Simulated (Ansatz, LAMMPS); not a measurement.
# Amorphous polyisobutylene (as short chains C22H46) at 640 K (136 atoms) in motion

Aim: follow amorphous polyisobutylene (as short chains C22H46) at 640 K (136 atoms) for a short time with forces from DFT, then look at structure and electrons in the last frame.

Calculated with Ansatz 0.2.0; Kohn-Sham DFT, revPBE+D4, PAW (set soft_2), plane waves.

### 1. Starting point

The cell holds 136 atoms: 44 C and 92 H. Its edges and angles: a = 11.429 Å, b = 11.429 Å, c = 11.429 Å, α = 90.0°, β = 90.0°, γ = 90.0°. 2 polyisobutylene chains of 5 units with methyl end groups placed at random, at 0.691 g/cm³; overlaps pushed apart, then 20 ps at 800 K with MMFF94 bonds, angles, torsions, charges and radii (Halgren, J. Comput. Chem. 17, 490 (1996)) in harmonic and 12-6 forms. Snapshot after 30 ps at 640 K and fixed volume.

What the set-up can't give: The network of contacts between molecules at the start is that of the classical potential that made the cell. The density was typed from a rule of thumb and may lie off the real one at this temperature. Sampling is at Γ alone, for a cell whose shortest periodic width is 11 Å.

### 2. Single point at the start

The forces at the start show how far the geometry lies from a minimum of this functional.

input.yaml

```yaml
crystal:
  lattice:
    - [11.42893, 0.0, 0.0]
    - [0.0, 11.42893, 0.0]
    - [0.0, 0.0, 11.42893]
  atoms:
    - { symbol: C, position: [0.36452, 0.44446, 0.33948] }
    - { symbol: C, position: [0.44479, 0.4921, 0.4259] }
    - { symbol: C, position: [0.53484, 0.42252, 0.4904] }
    - { symbol: C, position: [0.46217, 0.3485, 0.57176] }
    [... 126 atom lines left out ...]
    - { symbol: H, position: [0.58502, 0.10406, 0.52937] }
    - { symbol: H, position: [0.50791, 0.06028, 0.6428] }
    - { symbol: H, position: [0.6133, 0.1666, 0.65017] }
    - { symbol: H, position: [0.63699, 0.82056, 0.53752] }
    - { symbol: H, position: [0.75694, 0.87883, 0.48375] }
    - { symbol: H, position: [0.61368, 0.95491, 0.44951] }
kpoints:
  mp_grid: { grid: [1, 1, 1] }
hamiltonian:
  xc: revpbe
  dispersion: d4
scf:
  occupations: { method: gaussian, width: 0.05 }
output:
  forces: true
  stress: true
```

Command:

```console
ansatz run input.yaml --threads 4 --pin off --max-ram 8192MiB --backend cpu --events-out ev --progress --plain --runs-dir out
```

The job ended after 7.9 s (4 threads of Arm Neoverse V2, shared host; peak memory 1.5 GiB).

Read from the output:

| Property | Result |
| --- | --- |
| free energy | -12577.3195 eV |
| free energy per atom | -92.4803 eV/atom |
| SCF cycles | 9 |
| pressure | 2.927 GPa |
| r.m.s. force component | 1.196 eV/Å |
| longest force | 6.262 eV/Å |
| Fermi energy | 0.08737 eV |

The r.m.s. force component of 1.2 eV/Å and the pressure of 2.9 GPa set the starting point.

Length of the force by element:

```
element  coordination  atoms  mean length of the force (eV/Å)  spread  least  most
      C           all     44                             2.58    1.14  0.558  6.26
      H           all     92                             1.39   0.769  0.311  4.41
```

### 3. Dynamics at 640 K

A Nosé–Hoover thermostat steers the temperature while disturbing the dynamics little. The time step is 0.5 fs, short enough for the stretching of bonds to hydrogen.

input.yaml, as its differences from that of step 2:

```diff
@@ -17 +17,8 @@
   stress: true
+md:
+  timestep: 0.5
+  n_steps: 580
+  ensemble: nvt_nose_hoover
+  temperature: 640
+  initial_velocities: maxwell_boltzmann
+  seed: 7463
```

Wall time 44 min (4 threads); peak memory 1.6 GiB.

The run stopped at its limit before the end that the input asks for; the steps made so far are sound.

Rows from the run:

```
time (fs)  T (K)  potential (meV/atom)  conserved (meV/atom)
      0.0    640                   0.0                  0.00
     15.5    581                   7.6                  0.07
     31.5    629                   1.4                 -0.01
     47.0    671                  -3.9                 -0.05
     62.5    597                   5.9                  0.08
     78.0    646                  -0.3                  0.04
     94.0    673                  -3.6                  0.02
    109.5    632                   1.9                  0.09
    125.0    621                   3.7                  0.06
    140.5    643                   1.4                  0.02
    156.5    684                  -3.2                 -0.04
    172.0    608                   7.4                  0.08
    187.5    607                   8.8                  0.14
    203.0    692                  -0.7                  0.07
    219.0    696                   0.2                  0.00
    234.5    714                  -0.7                  0.00
```

Mean square displacement from the first frame to the last: C 0.44 Å², H 0.93 Å².

Mean square displacement against time lag:

```
time lag (fs)   C (Å²)  H (Å²)
          0.5   3.4e-5  4.1e-4
          5.0  0.00309  0.0320
         10.0   0.0102  0.0807
         15.0   0.0186   0.128
         20.0   0.0260   0.154
         24.5   0.0321   0.183
         29.5   0.0394   0.238
         34.5   0.0476   0.294
         39.5   0.0568   0.347
         44.0   0.0649   0.379
         49.0   0.0739   0.427
         54.0   0.0822   0.475
         59.0   0.0900   0.516
         63.5   0.0966   0.535
         68.5    0.104   0.546
         73.5    0.111   0.573
         78.5    0.118   0.605
         83.0    0.125   0.637
         88.0    0.134   0.655
         93.0    0.143   0.674
         98.0    0.153   0.698
        102.5    0.163   0.727
        107.5    0.174   0.759
        112.5    0.185   0.781
        117.5    0.196   0.808
```

The drift taken off is the plain mean over atoms, not the centre of mass, so with hydrogen in the cell the heavy atoms' values at short lags are too large.

Over the second half of 234 fs the temperature averages 654 K with swings of 37 K r.m.s. The conserved energy stays within 0.20 meV/atom. From first frame to last H has the largest mean square displacement, 0.93 Å² at the end; the farthest move is 2.13 Å. The run spans 0.23 ps, too short for its means to be equilibrium values.

### 4. Structure statistics late in the run

The g(r) is a mean over the second half; what follows it is taken at the last frame.

Bonds before and after, by the cutoffs listed below:

```
pair  bonds before  bonds after  mean before (Å)  mean after (Å)  spread before (Å)  spread after (Å)
 H-C            92           92            1.093           1.111              0.043             0.040
 C-C            42           42            1.532           1.555              0.042             0.054
```

Density 0.691 g/cm³, 10.98 Å³ an atom.

Mean of 14 frames. g(r), total and by pair (bins of 0.2 Å):

```
r (Å)  total   H-H    H-C   C-C
 0.90   0.02  0.00   0.04  0.00
 1.10   4.73  0.00  10.80  0.00
 1.30   0.10  0.00   0.22  0.00
 1.50   0.90  0.12   0.00  8.00
 1.70   1.34  2.36   0.00  2.55
 1.90   0.79  1.65   0.08  0.00
 2.10   1.17  0.73   1.91  0.00
 2.30   1.24  1.05   1.64  0.44
 2.50   1.42  1.06   1.27  3.62
 2.70   1.44  1.02   1.74  2.10
 2.90   1.11  0.91   1.48  0.39
 3.10   0.93  0.84   1.06  0.74
 3.30   0.93  0.81   1.00  1.17
 3.50   1.25  1.23   1.37  0.93
 3.70   0.97  1.38   0.67  0.48
 3.90   0.90  1.21   0.60  0.79
 4.10   0.91  1.02   0.87  0.58
 4.30   0.93  0.96   1.01  0.45
 4.50   0.93  0.87   1.00  0.84
 4.70   0.92  0.90   0.92  0.98
 4.90   0.95  0.94   0.96  0.96
 5.10   0.96  1.02   0.93  0.81
 5.30   0.92  0.99   0.91  0.69
 5.50   0.94  0.96   0.95  0.83
```

Bonds by pair of elements; cutoffs follow the first minimum of g(r), held within bounds set by covalent radii, and pairs that aren't listed don't count as bonded:

```
pair A-B  cutoff (Å)  bonds  mean length (Å)  spread (Å)  shortest (Å)  B about A  A about B
     H-C        1.34     92             1.11        0.04          1.02          1       2.09
     C-C        1.85     42             1.55       0.054          1.45       1.91       1.91
```

How many atoms have how many bonded neighbours:

```
element  mean   1   4
      C     4   0  44
      H     1  92   0
```

Bond angles, per cent of each kind in bins of 5°:

```
angle (°)  C-C-H  H-C-H  C-C-C
    90–95    2.7    4.9    0.0
   95–100    8.0   11.0    2.9
  100–105   16.1   23.2   12.9
  105–110   28.6   25.6   34.3
  110–115   29.5   26.8   27.1
  115–120    9.8    3.7   10.0
  120–125    3.6    4.9    0.0
  125–130    1.8    0.0    8.6
  130–135    0.0    0.0    4.3
```

Bond angles (no mean is given where the spread exceeds 20°):

```
angle  count  mean (°)  spread (°)
C-C-H    112       109         6.9
H-C-H     82       107         6.9
C-C-C     70       112         8.1
```

Counting bonds as in the table, all C atoms have 4 and all H atoms have 1 bonded neighbour. The C-C-H angle averages 109° with a spread of 7°.

### 5. Results

- mean temperature, second half: 653.7 K
- temperature swing, second half: 36.55 K
- mean pressure, second half: 0.1983 GPa
- slope of the conserved energy against time, by least squares: 0.1675 meV/atom/ps
- wall time of the 2 DFT runs: 44 min

What this shows: Over the second half of 234 fs the temperature averages 654 K with swings of 37 K r.m.s. The conserved energy stays within 0.20 meV/atom. The run spans 0.23 ps, too short for its means to be equilibrium values. Counting bonds as in the table, all C atoms have 4 and all H atoms have 1 bonded neighbour.

What to keep in mind: The force components of 1.2 eV/Å r.m.s. reflect the temperature of the frame as well as the gap between the generating potential and DFT, above all in bond lengths inside molecules. The network of contacts between molecules at the start is that of the classical potential that made the cell; DFT moved the atoms only locally, and no bond changed. The pressure of 2.9 GPa is that of one thermal frame at a volume set beforehand, without the kinetic term and with the strain of bonds inside molecules.

[Logs are printed without paths, hosts, clocks, repeated set-up lines and the standing remarks that a program may print on its own settings, such as how far it seeks lower states.]

[Hosts, paths, dates, database ids (printed as entryN), source tags and the programs' standing remarks are cut or masked in the printed files.]

[The MMFF94 radii named for the starting cell were scaled by 0.96; in molecules described by MMFF94, hydrogen bound to N, O or S took a small fixed 12-6 site in their place.]
